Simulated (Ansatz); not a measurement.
# How Rh(100) screens a field

Where does the screening charge of Rh(100) sit?

Program: Ansatz 0.2.0. Level of theory: plane-wave DFT, PBE, Ansatz PAW. Results are calculated unless marked as measured.

Report form: the programs' logs are mostly left out.

**1. The starting structure**

The cell holds 5 atoms: 5 Rh. Cell: a = 2.687 Å, b = 2.687 Å, c = 25.600 Å, α = 90.0°, β = 90.0°, γ = 90.0°. Vacuum lies along c.

**2. Single point, field 0**

A sawtooth potential applies the field, turning back in the middle of the vacuum. With the dipole correction the typed value is the field outside the slab. The induced dipole is small, so the SCF threshold is tight.

input.yaml reads:

```yaml
crystal:
  lattice:
    - [2.6870057685, 0.0, 0.0]
    - [0.0, 2.6870057685, 0.0]
    - [0.0, 0.0, 25.6]
  atoms:
    - { symbol: Rh, position: [0.0, 0.0, 0.3515625] }
    - { symbol: Rh, position: [0.5, 0.5, 0.42578125] }
    - { symbol: Rh, position: [0.0, 0.0, 0.5] }
    - { symbol: Rh, position: [0.5, 0.5, 0.57421875] }
    - { symbol: Rh, position: [0.0, 0.0, 0.6484375] }
kpoints:
  mp_grid: { grid: [18, 18, 1] }
hamiltonian:
  xc: pbe
scf:
  occupations: { method: fermi_dirac, width: 0.1 }
  convergence: { dr2_threshold: 1.0e-10 }
efield:
  axis: 3
  dipole_correction: true
  ramp_position: 0.97
  ramp_width: 0.06
  amplitude: 0
output:
  forces: true
  write_potential: true
  write_density: true
  volumetric_format: npy
```

Run with:

```console
ansatz run input.yaml --threads 2 --pin off --max-ram 3072MiB --backend cpu --events-out ev --progress --plain --runs-dir out
```

Wall time 51 s (2 threads of Arm Neoverse V1, shared host); peak memory 0.59 GiB.

This step gave:

| Property | Result |
| --- | --- |
| energy at zero smearing | -32012.2285 eV |
| work function, upper face | 5.074 eV |
| dipole along the normal | 3.67e-8 e·Å |

Running mean over 1.9 Å of the planar mean; the ramp of the sawtooth is left out. Electron's electrostatic potential energy less the Fermi level against z:

| z (Å) | electron's electrostatic potential energy less the Fermi level (eV) |
| --- | --- |
| 3.0 | 5.07 |
| 3.5 | 5.07 |
| 4.0 | 5.07 |
| 4.5 | 5.07 |
| 5.0 | 5.07 |
| 5.5 | 5.06 |
| 6.0 | 5.02 |
| 6.5 | 4.89 |
| 7.0 | 4.38 |
| 7.5 | 2.20 |
| 8.0 | -3.60 |
| 8.5 | -9.83 |
| 9.0 | -12.4 |
| 9.5 | -12.9 |
| 10.0 | -13.0 |
| 10.5 | -13.1 |
| 11.0 | -13.2 |
| 11.5 | -13.2 |
| 12.0 | -13.3 |
| 12.5 | -13.3 |
| 13.0 | -13.3 |
| 13.5 | -13.3 |
| 14.0 | -13.2 |
| 14.5 | -13.2 |
| 15.0 | -13.1 |
| 15.5 | -13.0 |
| 16.0 | -12.9 |
| 16.5 | -12.6 |
| 17.0 | -10.7 |
| 17.5 | -5.00 |
| 18.0 | 1.31 |
| 18.5 | 4.18 |
| 19.0 | 4.83 |
| 19.5 | 5.01 |
| 20.0 | 5.06 |
| 20.5 | 5.07 |
| 21.0 | 5.07 |
| 21.5 | 5.07 |
| 22.0 | 5.07 |
| 22.5 | 5.07 |

Force by atom:

| atom | x (eV/Å) | y (eV/Å) | z (eV/Å) | size |
| --- | --- | --- | --- | --- |
| Rh1 | 0.000 | 0.000 | 0.310 | 0.310 |
| Rh2 | 0.000 | 0.000 | -0.629 | 0.629 |
| Rh3 | 0.000 | 0.000 | 0.000 | 0.000 |
| Rh4 | 0.000 | 0.000 | 0.629 | 0.629 |
| Rh5 | 0.000 | 0.000 | -0.310 | 0.310 |

The work function of the upper face is 5.07 eV.

**3. Single point, field 0.05 V/Å**

Changes to input.yaml since step 2:

```diff
@@ -23,3 +23,3 @@
   ramp_width: 0.06
-  amplitude: 0
+  amplitude: 0.05
 output:
```

The job ended after 65 s (2 threads; peak memory 0.57 GiB).

The dipole is 0.0218 e·Å.

**4. Single point, field -0.05 V/Å**

Changes to input.yaml since step 3:

```diff
@@ -23,3 +23,3 @@
   ramp_width: 0.06
-  amplitude: 0.05
+  amplitude: -0.05
 output:
```

Wall time 60 s (2 threads); peak memory 0.58 GiB; 2 min of CPU time.

The dipole is -0.0218 e·Å.

**5. Atoms held, field 0.1 V/Å**

Changes to input.yaml since step 4:

```diff
@@ -23,3 +23,3 @@
   ramp_width: 0.06
-  amplitude: -0.05
+  amplitude: 0.1
 output:
```

Elapsed: 60 s, on 2 threads; peak memory 0.57 GiB.

The dipole is 0.0437 e·Å.

**6. Atoms held, field -0.1 V/Å**

Changes to input.yaml since step 5:

```diff
@@ -23,3 +23,3 @@
   ramp_width: 0.06
-  amplitude: 0.1
+  amplitude: -0.1
 output:
```

Run time: 60 s. Hardware: 2 threads; peak memory 0.57 GiB; 2 min of CPU time.

The dipole is -0.0437 e·Å.

**7. Single point, field 0.2 V/Å**

Changes to input.yaml since step 6:

```diff
@@ -23,3 +23,3 @@
   ramp_width: 0.06
-  amplitude: -0.1
+  amplitude: 0.2
 output:
```

The job ended after 61 s (2 threads; peak memory 0.58 GiB).

The dipole is 0.0874 e·Å.

**8. Single point, field -0.2 V/Å**

Changes to input.yaml since step 7:

```diff
@@ -23,3 +23,3 @@
   ramp_width: 0.06
-  amplitude: 0.2
+  amplitude: -0.2
 output:
```

Elapsed: 60 s, on 2 threads; peak memory 0.57 GiB.

The dipole is -0.0874 e·Å.

**9. Single point, field 0.4 V/Å**

Changes to input.yaml since step 8:

```diff
@@ -23,3 +23,3 @@
   ramp_width: 0.06
-  amplitude: -0.2
+  amplitude: 0.4
 output:
@@ -29 +29,2 @@
   volumetric_format: npy
+  elf: true
```

Run time: 62 s. Hardware: 2 threads; peak memory 0.58 GiB.

Running mean over 1.9 Å of the planar mean, with the applied field; the ramp of the sawtooth is left out. The electron's electrostatic potential energy less the Fermi level by z:

z (Å), electron's electrostatic potential energy less the Fermi level (eV) and a bar from the least value:
```
      3.0        3.4 #########################
      3.5        3.6 #########################
      4.0        3.8 #########################
      4.5        4.0 ##########################
      5.0        4.2 ##########################
      5.5        4.3 ##########################
      6.0        4.5 ###########################
      6.5        4.5 ###########################
      7.0        4.2 ##########################
      7.5        2.1 #######################
      8.0       -3.6 ##############
      8.5       -9.8 #####
      9.0      -12.4 #
      9.5      -12.9 #
     10.0      -13.0 
     10.5      -13.1 
     11.0      -13.2 
     11.5      -13.2 
     12.0      -13.3 
     12.5      -13.3 
     13.0      -13.3 
     13.5      -13.3 
     14.0      -13.2 
     14.5      -13.2 
     15.0      -13.1 
     15.5      -13.0 
     16.0      -12.9 #
     16.5      -12.6 #
     17.0      -10.7 ####
     17.5       -5.0 ############
     18.0        1.4 ######################
     18.5        4.4 ##########################
     19.0        5.2 ############################
     19.5        5.5 ############################
     20.0        5.8 ############################
     20.5        6.0 #############################
     21.0        6.2 #############################
     21.5        6.4 #############################
     22.0        6.6 ##############################
     22.5        6.8 ##############################
```

The dipole is 0.175 e·Å.

**10. The response**

This step: plane-wave DFT, PBE, Ansatz PAW; screening of a field by a metal slab (Ansatz 0.2.0).

The dipoles give the slope, and the difference of two potentials shows where the field is screened.

Numbers from this step:

| Item | Value |
| --- | --- |
| equivalent conductor thickness p/(ε₀AE) | 10.94 Å |
| distance between the outer atoms | 7.600 Å |
| image plane, upper face | 1.680 Å |
| induced electrons on the upper face over ε₀E | -0.9976 |
| image plane, lower face | 1.681 Å |
| induced electrons on the lower face over ε₀E | 0.9975 |

Dipole of the cell against applied field:

| applied field (V/Å) | dipole of the cell (e·Å) |
| --- | --- |
| -0.200 | -0.0874 |
| -0.100 | -0.0437 |
| -0.050 | -0.0218 |
| 0.000 | 0 |
| 0.050 | 0.0218 |
| 0.100 | 0.0437 |
| 0.200 | 0.0874 |
| 0.400 | 0.175 |

Local field over the applied field, running mean. From the potentials at -0.05 and 0.05 V/Å; running mean over 1.9 Å. The local field over applied field by z:

z (Å), local field over applied field and a bar from the least value:
```
      4.5      0.996 ##############################
      5.0      0.990 ##############################
      5.5      0.974 #############################
      6.0      0.937 ############################
      6.5      0.853 ##########################
      7.0      0.692 #####################
      7.5      0.455 ##############
      8.0      0.227 #######
      8.5      0.058 ##
      9.0     -0.017 
      9.5     -0.011 
     10.0      0.000 #
     10.5      0.004 #
     11.0      0.002 #
     11.5     -0.001 #
     12.0     -0.002 #
     12.5      0.000 #
     13.0      0.000 #
     13.5     -0.002 #
     14.0     -0.001 #
     14.5      0.001 #
     15.0      0.004 #
     15.5      0.002 #
     16.0     -0.008 
     16.5     -0.021 
     17.0      0.035 ##
     17.5      0.187 ######
     18.0      0.406 #############
     18.5      0.649 ####################
     19.0      0.827 #########################
     19.5      0.925 ############################
     20.0      0.969 #############################
     20.5      0.988 ##############################
     21.0      0.996 ##############################
```

The induced electron density oscillates, so the rows of the table below give means over windows of 1 Å about each position, cut where the curve ends. Its maxima inside the range that stand out by 2 % of the span (Å: e/Å³ per V/Å): 7.8: 0.00426, 9.0: 6.0e-4, 11.1: 1.9e-4, 13.8: 9.9e-5, 16.4: 7.3e-4, 16.9: 0.00124. Its minima: 8.7: -0.00124, 9.2: -7.3e-4, 11.8: -9.9e-5, 14.5: -1.9e-4, 16.6: -6.0e-4, 17.8: -0.00426.

Electrons, planar mean, per unit field. Induced electron density against z; means over each step:

z (Å), induced electron density (e/Å³ per V/Å) and a bar from the least value:
```
        5    0.00008 ################
        6    0.00047 ##################
        7    0.00219 ##########################
        8    0.00314 ##############################
        9   -0.00035 ###############
       10   -0.00008 ################
       11    0.00011 #################
       12   -0.00006 ################
       13    0.00001 ################
       14    0.00001 ################
       15   -0.00006 ################
       16    0.00024 #################
       17   -0.00056 ##############
       18   -0.00363 
       19   -0.00125 ###########
       20   -0.00023 ###############
       21   -0.00003 ################
```

By hand: between -0.05 and 0.05 V/Å the dipole changes by 0.04367 e·Å, a slope of 0.4367 e·Å²/V. A perfect conductor of thickness t has p = ε₀AEt, so t = 180.95 × 0.4367 / 7.220 = 10.94 Å (e/ε₀ = 180.95 V·Å, A in Å²). Less the 7.60 Å between the outer atoms, and halved, that puts each image plane 1.67 Å out.

The induced dipole is that of a conductor 10.94 Å thick.

**11. A changed input**

This step: plane-wave DFT, PBE, Ansatz PAW (Ansatz 0.2.0).

An input spoilt on purpose, to show how the run answers: it repeats the earlier run at 0.05 V/Å with efield.axis from 3 to 1, and scf.max_iter set to 50.

Changes to input.yaml since step 9:

```diff
@@ -18,4 +18,5 @@
   convergence: { dr2_threshold: 1.0e-10 }
+  max_iter: 50
 efield:
-  axis: 3
+  axis: 1
   dipole_correction: true
@@ -23,3 +24,3 @@
   ramp_width: 0.06
-  amplitude: 0.4
+  amplitude: 0.05
 output:
@@ -29,2 +30 @@
   volumetric_format: npy
-  elf: true
```

Wall time 0.47 s (2 threads); peak memory 0.48 GiB; 0.73 s of CPU time.

The input was rejected at the start.

The program's message: “Error: efield: ion 0 (Rh) at fractional coordinate 0.0000 along the field axis lies inside the sawtooth ramp with 2 of the planes that the density is read on at each end, [0.8589, 0.1411] — the ramp m …”

The fault put into the input: the field along an axis without vacuum.

**12. Varying the input**

Another changed input: it repeats the earlier run at 0.05 V/Å with efield.amplitude from 0.05 to -0.1 and efield.dipole_correction from true to false.

Changes to input.yaml since step 11:

```diff
@@ -18,9 +18,8 @@
   convergence: { dr2_threshold: 1.0e-10 }
-  max_iter: 50
 efield:
-  axis: 1
-  dipole_correction: true
+  axis: 3
+  dipole_correction: false
   ramp_position: 0.97
   ramp_width: 0.06
-  amplitude: 0.05
+  amplitude: -0.1
 output:
```

It took 44 s on 2 threads; peak memory 0.6 GiB; 88 s of CPU time.

| quantity | this run | earlier run | difference |
| --- | --- | --- | --- |
| dipole along the normal (e·Å) | -0.07630 | 0.02184 | -0.098 |

The applied field differs, and the slope found earlier predicts a dipole of -0.0437 e·Å; this run gives -0.0763 e·Å, 0.033 e·Å less.

With the dipole correction off, the periodic images add a field of their own to the typed one.

These numbers are not those of the isolated slab.

**13. Results**

```yaml
work_function: 5.07 eV
image_plane_upper_face: 1.68 Å
induced_electrons_on_the_upper_face_over_eps_0e: -0.998
equivalent_conductor_thickness_p_eps_0ae: 10.9 Å
```

What this shows: The induced charge has its centre 1.68 Å outside the outermost atoms; this is the plane from which a capacitor's gap or an image potential counts. The equivalent conductor thickness exceeds the distance between the outer atoms by 3.34 Å, about the sum of the two image-plane distances. The atoms are held at bulk positions with the tabulated experimental lattice constant.

[Logs are printed without paths, hosts, clocks, repeated set-up lines and the standing remarks that a program may print on its own settings, such as how far it seeks lower states.]

[Hosts, paths, dates, database ids (printed as entryN), source tags and the programs' standing remarks are cut or masked in the printed files.]

[Maps of the electrostatic potential energy from Ansatz leave out the sawtooth potential of an applied field or a dipole correction, so their vacuum need not be flat; planar profiles and work functions include it.]
